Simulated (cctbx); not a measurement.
**Resonant diffraction in Yb3Se2SN**

Space group Pnma (no. 62), a = 12.6010 Å, b = 4.0200 Å, c = 13.3520 Å, α = 90.00°, β = 90.00°, γ = 90.00°.

| atom | mult. | x | y | z | Ueq (Å²) |
| --- | --- | --- | --- | --- | --- |
| Yb1 | 4 | 0.5385 | 1/4 | 0.8448 | 0.0068 |
| Yb2 | 4 | 0.5687 | 1/4 | 0.3692 | 0.0076 |
| Yb3 | 4 | 0.7092 | 1/4 | 0.1367 | 0.0090 |
| Se1 | 4 | 0.0919 | 1/4 | 0.8920 | 0.0098 |
| Se2 | 4 | 0.7701 | 1/4 | 0.8079 | 0.0115 |
| S1 | 4 | 0.8656 | 1/4 | 0.5017 | 0.0120 |
| N1 | 4 | 0.5381 | 1/4 | 0.2075 | 0.0109 |

The model was made for the exercise: a known structure type with other elements put in, its volume estimated, not relaxed; displacement parameters are assumed.

Calculated with cctbx: free-atom f′ and f″ from the Sasaki tables, no fine structure; amplitudes in electrons.

```
E (eV)  F 1 1 1  F 0 0 4  F 3 0 1  F 2 0 1
 12058     72.0    658.5     65.1    111.4
 12408     72.8    659.4     66.2    113.2
 12538     73.1    658.4     67.0    114.3
 12598     73.4    656.7     67.7    115.4
 12628     73.6    654.7     68.4    116.4
 12643     73.9    652.7     69.2    117.3
 12650     74.0    650.8     69.8    118.2
 12654     74.2    648.8     70.5    119.1
 12662     74.1    649.5     70.5    118.9
 12666     73.9    652.1     69.6    117.7
 12673     73.7    654.4     68.9    116.8
 12688     73.5    656.8     68.1    115.8
 12718     73.3    659.4     67.4    114.8
 12808     73.1    663.2     66.4    113.6
 13058     73.1    668.2     65.4    112.4
```

**Question.** Which edge is crossed, and why do the reflections move as they do?

The K edge of Se. The edge is at 12658 eV. f′ of Se falls from -4.2 e at 12538 eV to -7.6 e at 4 eV below it, and f″ steps from 0.50 to 3.84 e across it. Over that approach |F| changes by +2 % (1 1 1), -1 % (0 0 4), +5 % (3 0 1) and +4 % (2 0 1): a reflection falls where Se scatters in phase with the total and rises where it scatters against it; it hardly moves where the Se term is small or cancels by symmetry. Above the edge the larger f″ enters the imaginary part, where it can add to or cancel the other atoms' f″. The structure is centrosymmetric, so Friedel mates stay equal.

[Logs are printed without paths, hosts, clocks, repeated set-up lines and the standing remarks that a program may print on its own settings, such as how far it seeks lower states.]
